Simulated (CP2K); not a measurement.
Consider 3-methylthiopyrrole at its PBE geometry (Å).

```xyz
14

C     2.6261    0.0904    0.0365
S     1.4754   -1.0552    0.8639
C    -0.0837   -0.4373    0.3328
C    -0.7615    0.7413    0.7839
C    -1.9908    0.7802    0.1556
N    -2.0849   -0.3382   -0.6491
C    -0.9340   -1.0849   -0.5564
H     3.6353   -0.2031    0.3537
H     2.4428    1.1264    0.3456
H     2.5499    0.0053   -1.0545
H    -0.3834    1.4641    1.4983
H    -2.8037    1.4941    0.2191
H    -2.8859   -0.5756   -1.2210
H    -0.8017   -2.0075   -1.1087
```

Method: CP2K XAS_TDP, all-electron GAPW, PBEh(45%), aug-cc-pVDZ, TDA, GW2X-corrected core level, ZORA, spin–orbit coupling.

Where do the S L₂,₃-edge lines lie, and how strong are they?

Leading lines: S2 167.08 eV. The leading line of an atom is its first one with 35 % of the strongest within 2.5 eV of its lowest line over the strength cut. Core ionisation energies at this level: S2 170.13/170.22/171.28 eV; the 2p½ level lies 1.10 eV above the 2p3/2 pair.

The first six lines of each atom with a strength over 0.0003:

```tsv
atom	energy (eV)	states	strength, one atom	above the computed threshold
S2 (bonded to 2 C)	167.08	1	0.0018	
	167.31	1	0.0015	
	167.95	1	0.0006	
	168.11	1	0.0033	
	168.15	1	0.0010	
	168.17	2	0.0039
```

Lines are vertical, at one geometry, with no vibrational structure. GW2X ionisation energies and lines can be off by 1 to 2 eV either way, and a good line position may hide errors that cancel. Rydberg lines, and the discretised continuum above threshold, depend on the basis and the box.

[Banner, clock and machine lines of the logs are left out without a mark of their own.]

[Logs are printed without paths, hosts, clocks, repeated set-up lines and the standing remarks that a program may print on its own settings, such as how far it seeks lower states.]

[Hosts, paths, dates, database ids (printed as entryN), source tags and the programs' standing remarks are cut or masked in the printed files.]
